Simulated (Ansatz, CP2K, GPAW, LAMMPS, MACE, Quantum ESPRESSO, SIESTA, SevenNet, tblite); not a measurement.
# Running ionic liquid Pyr13+ Cl- at 400 K (112 atoms) with CP2K, part 3 of 3

Wanted: CP2K inputs and outputs for ionic liquid Pyr13+ Cl- at 400 K (112 atoms), checked against a plane-wave reference.

Program: CP2K 2026.2; the method stands at each step. Banners, paths, timers and routine set-up lines are dropped from the logs unmarked, and long logs keep their key lines alone; longer cuts are marked.

So far. Step 5 (PBE, DZVP-MOLOPT-SR, 600/50 Ry, OT CG): Against the first run (4.3 %), the force difference from the reference is 5.4 %, at 1.1 times the CPU time, with 880 basis functions against 880; this set comes with other potentials too, so the change isn't the basis's alone.

**7. PBE, DZVP-MOLOPT-SR, 600/50 Ry, SIGN filter 1e-05, SCF 1e-06**

Method: Kohn-Sham DFT, PBE, GTH-PBE pseudopotentials, Gaussian and plane waves, DZVP-MOLOPT-SR-GTH, linear-scaling purification of the density matrix.

The input, input.inp:

```
&GLOBAL
  PROJECT cell
  RUN_TYPE ENERGY_FORCE
  PRINT_LEVEL LOW
&END GLOBAL
&FORCE_EVAL
  METHOD QS
  STRESS_TENSOR ANALYTICAL
  &DFT
    BASIS_SET_FILE_NAME BASIS_MOLOPT
    POTENTIAL_FILE_NAME GTH_POTENTIALS
    &MGRID
      CUTOFF 600
      REL_CUTOFF 50
      NGRIDS 5
    &END MGRID
    &QS
      EPS_DEFAULT 1.0E-10
      LS_SCF T
    &END QS
    &LS_SCF
      PURIFICATION_METHOD SIGN
      EPS_FILTER 1.0E-05
      EPS_SCF 1.0E-06
      MAX_SCF 60
      S_PRECONDITIONER ATOMIC
      MIXING_FRACTION 0.45
      REPORT_ALL_SPARSITIES F
    &END LS_SCF
    &XC
      &XC_FUNCTIONAL PBE
      &END XC_FUNCTIONAL
    &END XC
    &PRINT
      &MULLIKEN ON
      &END MULLIKEN
    &END PRINT
  &END DFT
  &SUBSYS
    &CELL
      A 10.20511 0.00000 0.00000
      B 0.00000 10.20511 0.00000
      C 0.00000 0.00000 10.20511
    &END CELL
    &TOPOLOGY
      COORD_FILE_NAME structure.xyz
      COORD_FILE_FORMAT XYZ
    &END TOPOLOGY
    &KIND C
      BASIS_SET DZVP-MOLOPT-SR-GTH-q4
      POTENTIAL GTH-PBE-q4
    &END KIND
    &KIND N
      BASIS_SET DZVP-MOLOPT-SR-GTH-q5
      POTENTIAL GTH-PBE-q5
    &END KIND
    &KIND H
      BASIS_SET DZVP-MOLOPT-SR-GTH-q1
      POTENTIAL GTH-PBE-q1
    &END KIND
    &KIND Cl
      BASIS_SET DZVP-MOLOPT-SR-GTH-q7
      POTENTIAL GTH-PBE-q7
    &END KIND
  &END SUBSYS
  &PRINT
    &FORCES ON
    &END FORCES
    &STRESS_TENSOR ON
    &END STRESS_TENSOR
  &END PRINT
&END FORCE_EVAL
```

The input, structure.xyz:

```xyz
112

[... 112 atom lines left out: the same atoms as in the first run ...]
```

The run is started by

```bash
OMP_NUM_THREADS=1 mpirun -np 4 cp2k.psmp -i input.inp > output.txt
```

Numbers of over 12 decimals in the logs are rounded to 6 here.

Log:

```text
CP2K| version string:                                       CP2K version 2026.2
 CP2K| Input file name                                                 input.inp
 GLOBAL| Basis set file name                                        BASIS_MOLOPT
 GLOBAL| Potential file name                                      GTH_POTENTIALS
[... lines left out ...]
 Re-scaling the density matrix to get the right number of electrons
[... lines left out ...]
 Density matrix:  iter, mu, trace error:  1  -0.100000000    -0.000102311
[... lines left out ...]
 Density matrix:  iter, mu, trace error:  1  -0.100000000   -12.000066592
 Density matrix:  iter, mu, trace error:  2  -0.090000000   -12.000043088
[... lines left out ...]
 Density matrix:  iter, mu, trace error:  1   0.050000000    -0.000021974
[... lines left out ...]
 Density matrix:  iter, mu, trace error:  1   0.050000000    -0.000022682
[... lines left out ...]
 SCF run converged in     5 steps.
[... lines left out ...]
 ENERGY| Total FORCE_EVAL ( QS ) energy [hartree]           -324.440634
[... lines left out ...]
 FORCES|      1 -4.80260652E-04  5.61633550E-03  1.63347118E-02   1.72799503E-02
 FORCES|      2 -6.89561329E-03  3.32516068E-02  2.65353194E-02   4.30968910E-02
 FORCES|      3  3.38489867E-03 -2.48394177E-02 -1.32998825E-02   2.83785321E-02
[...]
FORCES|    111  9.37559495E-04  2.38478852E-03  2.29316618E-03   3.43872727E-03
 FORCES|    112  1.30142565E-03  4.04262210E-03  1.91779532E-05   4.24698363E-03
 FORCES| Sum    -3.86314189E-05 -4.52984443E-05  9.29495920E-05
 FORCES| Total atomic force                                       1.10380987E-04
 STRESS| Analytical stress tensor [bar]
 STRESS|                        x                   y                   z
 STRESS|      x        1.49301258051E+04   2.34545033645E+03  -1.56722419472E+03
 STRESS|      y        2.34545033645E+03   2.74835058123E+04   5.00757809612E+02
 STRESS|      z       -1.56722419472E+03   5.00757809612E+02   2.28863096489E+04
 STRESS| 1/3 Trace                                             2.17666470888E+04
```

Run time: 54 s. Hardware: 4 MPI ranks of Arm Neoverse V2, shared host; peak memory 2.6 GiB; 3.6 min of CPU time.

Against the reference:

```
r.m.s. force component                          : 0.9665 eV/Å
r.m.s. difference of force components           : 55.45 meV/Å
longest difference of force vectors             : 239.5 meV/Å
force difference over r.m.s. force              : 5.881 %
slope of forces against the reference's         : 1.024
correlation of force components                 : 0.9986
pressure                                        : 2.177 GPa
pressure difference                             : 0.1533 GPa
energy less the same-level run's                : -0.044 meV/atom
r.m.s. force difference from the same-level run : 12.42 meV/Å
```

Against the first run (4.3 %), the force difference from the reference is 5.9 %, at 0.36 times the CPU time (5 SCF steps against 64).

The difference per atom is largest on C (0.16 eV/Å on average, against 0.060 on N).

**8. A run with a doubtful setting**

The input, input.inp:

```
&GLOBAL
  PROJECT cell
  RUN_TYPE ENERGY_FORCE
  PRINT_LEVEL LOW
&END GLOBAL
&FORCE_EVAL
  METHOD QS
  STRESS_TENSOR ANALYTICAL
  &DFT
    BASIS_SET_FILE_NAME BASIS_MOLOPT_UZH
    POTENTIAL_FILE_NAME POTENTIAL_UZH
    &MGRID
      CUTOFF 600
      REL_CUTOFF 50
      NGRIDS 5
    &END MGRID
    &QS
      EPS_DEFAULT 1.0E-04
    &END QS
    &SCF
      SCF_GUESS ATOMIC
      EPS_SCF 1.0E-06
      MAX_SCF 25
      &OT
        MINIMIZER CG
        PRECONDITIONER FULL_ALL
        ENERGY_GAP 0.001
      &END OT
      &OUTER_SCF
        EPS_SCF 1.0E-06
        MAX_SCF 1
      &END OUTER_SCF
      &PRINT
        &RESTART OFF
        &END RESTART
      &END PRINT
    &END SCF
    &XC
      &XC_FUNCTIONAL PBE
      &END XC_FUNCTIONAL
    &END XC
    &PRINT
      &MULLIKEN ON
      &END MULLIKEN
      &LOWDIN ON
      &END LOWDIN
      &MO_CUBES
        NHOMO 1
        NLUMO 4
        WRITE_CUBE F
      &END MO_CUBES
    &END PRINT
  &END DFT
  &SUBSYS
    &CELL
      A 10.20511 0.00000 0.00000
      B 0.00000 10.20511 0.00000
      C 0.00000 0.00000 10.20511
    &END CELL
    &TOPOLOGY
      COORD_FILE_NAME structure.xyz
      COORD_FILE_FORMAT XYZ
    &END TOPOLOGY
    &KIND C
      BASIS_SET DZVP-MOLOPT-PBE-GTH-q4
      POTENTIAL GTH-PBE-q4
    &END KIND
    &KIND N
      BASIS_SET DZVP-MOLOPT-PBE-GTH-q5
      POTENTIAL GTH-PBE-q5
    &END KIND
    &KIND H
      BASIS_SET DZVP-MOLOPT-PBE-GTH-q1
      POTENTIAL GTH-PBE-q1
    &END KIND
    &KIND Cl
      BASIS_SET DZVP-MOLOPT-PBE-GTH-q7
      POTENTIAL GTH-PBE-q7
    &END KIND
  &END SUBSYS
  &PRINT
    &FORCES ON
    &END FORCES
    &STRESS_TENSOR ON
    &END STRESS_TENSOR
  &END PRINT
&END FORCE_EVAL
```

structure.xyz is that of step 7.

Log:

```text
CP2K| version string:                                       CP2K version 2026.2
 CP2K| Input file name                                                 input.inp
 GLOBAL| Basis set file name                                    BASIS_MOLOPT_UZH
 GLOBAL| Potential file name                                       POTENTIAL_UZH
 GLOBAL| Run type                                                   ENERGY_FORCE
 GLOBAL| Total number of message passing processes                             4
 GLOBAL| Number of threads for this process                                    1
[... lines left out ...]
 Number of electrons:                                                        248
[... lines left out ...]
 Number of molecular orbitals:                                               124
 Number of orbital functions:                                                880
 Number of independent orbital functions:                                    880
 SCF WAVEFUNCTION OPTIMIZATION
  ----------------------------------- OT ---------------------------------------
  Minimizer      : CG                  : conjugate gradient
  Preconditioner : FULL_ALL            : diagonalization, state selective
  Precond_solver : DEFAULT
  Line search    : 2PNT                : 2 energies, one gradient
  stepsize       :    0.15000000                  energy_gap     :    0.00100000
  eps_taylor     :   0.10000E-15                  max_taylor     :             4
  ----------------------------------- OT ---------------------------------------
  Step     Update method      Time    Convergence         Total energy    Change
 *   ___                                                                       *
 *  /   \                                                                      *
 * [ABORT]                                                                     *
 *  \___/    Cholesky decompose failed: the matrix is not positive definite or *
 *    |                              ill-conditioned.                          *
 *  O/|                                                                        *
 * /| |                                                                        *
```

Wall time 2.2 s (4 MPI ranks); peak memory 2.3 GiB; 6.4 s of CPU time.

The run ended with an error. The fault in the input: integrals screened far too loosely (EPS_DEFAULT 0.0001).

**9. Side by side**

Differences are against the plane-wave reference, forces as r.m.s. over components; share is that over the reference's r.m.s. force, slope the least-squares factor from reference forces to these. Total energies of different programs have different zeros and aren't compared.

```csv
run,"Δ force, r.m.s. (meV/Å)",share (%),slope,Δ pressure (GPa),Δ gap (eV),cores,CPU time,memory (GiB)
reference,-,-,-,-,-,8,29 s,1.1
"CP2K PBE, DZVP-UZH, 600/50 Ry, OT CG",40.5,4.29,1.022,0.361,0.456,4,10 min,2.6
"CP2K GFN1-xTB, OT DIIS",191,20.3,0.940,-3.02,-,1,3 s,0.37
"CP2K PBE, DZVP-MOLOPT-SR, 600/50 Ry, SIGN filter 1e-03, SCF 1e-04 (coarse)",290,30.8,1.056,-0.436,-,2,2.7 min,1.7
"CP2K PBE, DZVP-MOLOPT-SR, 600/50 Ry, OT CG",50.7,5.38,1.024,0.102,0.701,4,12 min,2.6
"CP2K PBE, SZV-MOLOPT-SR, 600/50 Ry, OT CG (coarse)",560,59.4,1.245,2.08,-1.37,2,5.8 min,1.6
"CP2K PBE, DZVP-MOLOPT-SR, 600/50 Ry, SIGN filter 1e-05, SCF 1e-06",55.4,5.88,1.024,0.153,-,4,3.6 min,2.6
```

Rows marked coarse were listed beforehand as settings not expected to be converged; some can still land near the reference.

CPU time is summed over cores on a shared host, where runs went side by side, so it is rough. Symmetry, cutoffs, thresholds, outputs and thread counts weren't matched or tuned between programs; memory under MPI is the largest rank's times the ranks.

Mean charges by element (e), by run and scheme:

| run | scheme | C | N | H | Cl |
| --- | --- | --- | --- | --- | --- |
| reference | Löwdin | -0.27 | +0.12 | +0.20 | -0.80 |
| CP2K PBE, DZVP-UZH, 600/50 Ry, OT CG | Mulliken | -0.17 | 0.00 | +0.12 | -0.82 |
| CP2K GFN1-xTB, OT DIIS | Mulliken | 0.00 | -0.07 | +0.06 | -0.91 |
| CP2K PBE, DZVP-MOLOPT-SR, 600/50 Ry, OT CG | Mulliken | -0.12 | +0.28 | +0.08 | -0.72 |
| CP2K PBE, DZVP-MOLOPT-SR, 600/50 Ry, SIGN filter 1e-05, SCF 1e-06 | Mulliken | -0.12 | +0.28 | +0.08 | -0.73 |

The reference's Löwdin charges lack the electrons that the projection spills, 0.026 e an atom on average.

Within one program, basis, potentials and functional, energies share a zero. Each run against its twin at the usual cutoff or grid and solver:

| run | twin | Δ energy (meV/atom) | Δ force, r.m.s. (meV/Å) | CPU time over the twin's |
| --- | --- | --- | --- | --- |
| CP2K PBE, DZVP-MOLOPT-SR, 600/50 Ry, SIGN filter 1e-03, SCF 1e-04 | DZVP-MOLOPT-SR, 600/50 Ry, OT CG | 3.26 | 274 | 0.23 (this twin ran on 4 cores) |
| CP2K PBE, DZVP-MOLOPT-SR, 600/50 Ry, SIGN filter 1e-05, SCF 1e-06 | DZVP-MOLOPT-SR, 600/50 Ry, OT CG | -0.044 | 12.4 | 0.31 |

**10. Results**

| Property | Result |
| --- | --- |
| nearest in forces | CP2K PBE, DZVP-UZH, 600/50 Ry, OT CG, 4.3 % |
| its CPU time | 10 min |

In words: The PBE runs in local orbitals, coarse settings apart, differ by 4.3 % (CP2K PBE, DZVP-UZH, 600/50 Ry, OT CG) to 5.9 % (CP2K PBE, DZVP-MOLOPT-SR, 600/50 Ry, SIGN filter 1e-05, SCF 1e-06); basis, grid and potentials can all enter. Tight binding differs by 20 % (CP2K GFN1-xTB, OT DIIS); it is another model, with fitted parameters of its own, and the xTB methods hold dispersion. Runs with settings chosen to be coarse differ by 31 % (CP2K PBE, DZVP-MOLOPT-SR, 600/50 Ry, SIGN filter 1e-03, SCF 1e-04) to 59 % (CP2K PBE, SZV-MOLOPT-SR, 600/50 Ry, OT CG), their programs' other errors included. One electronic-structure run takes under half the reference's CPU time: CP2K GFN1-xTB, OT DIIS, at 20 % in 3 s against 29 s; its pressure misses by -3.0 GPa. At the same functional, gaps differ from the reference's 4.01 eV by between -1.37 and +0.70 eV. A likely cause of the wide gaps: compact atomic orbitals describe empty levels worse than filled ones. In pressure, CP2K PBE, SZV-MOLOPT-SR, 600/50 Ry, OT CG misses by +2.1 GPa, at the same functional. Charges hang on model, scheme and program or settings: among these rows the mean for N runs from -0.07 to +0.28 e, even in sign. With SIGN, tightening the sparsity filter from 1e-03 to 1e-05, and the SCF threshold with it, takes the force difference from the cubic solver from 274 to 12 meV/Å, and the CPU time from 0.23 to 0.31 times the cubic solver's. Periodic xTB results under one method name differ between programs and library versions. The network of contacts between molecules at the start is that of the classical potential that made the cell, and needn't be the one that DFT or experiment would give. The reference's PBE has no dispersion term, which matters for the binding between molecules or layers. The density was typed from a rule of thumb and may lie off the real one at this temperature. The electronic-structure runs sample only Γ, in a cell whose shortest periodic width is 10 Å.

[Also dropped from logs without a mark: logging warnings of Python, and SIESTA's first energy breakdown and zero terms.]

[Logs are printed without paths, hosts, clocks, repeated set-up lines and the standing remarks that a program may print on its own settings, such as how far it seeks lower states.]

[Hosts, paths, dates, database ids (printed as entryN), source tags and the programs' standing remarks are cut or masked in the printed files.]
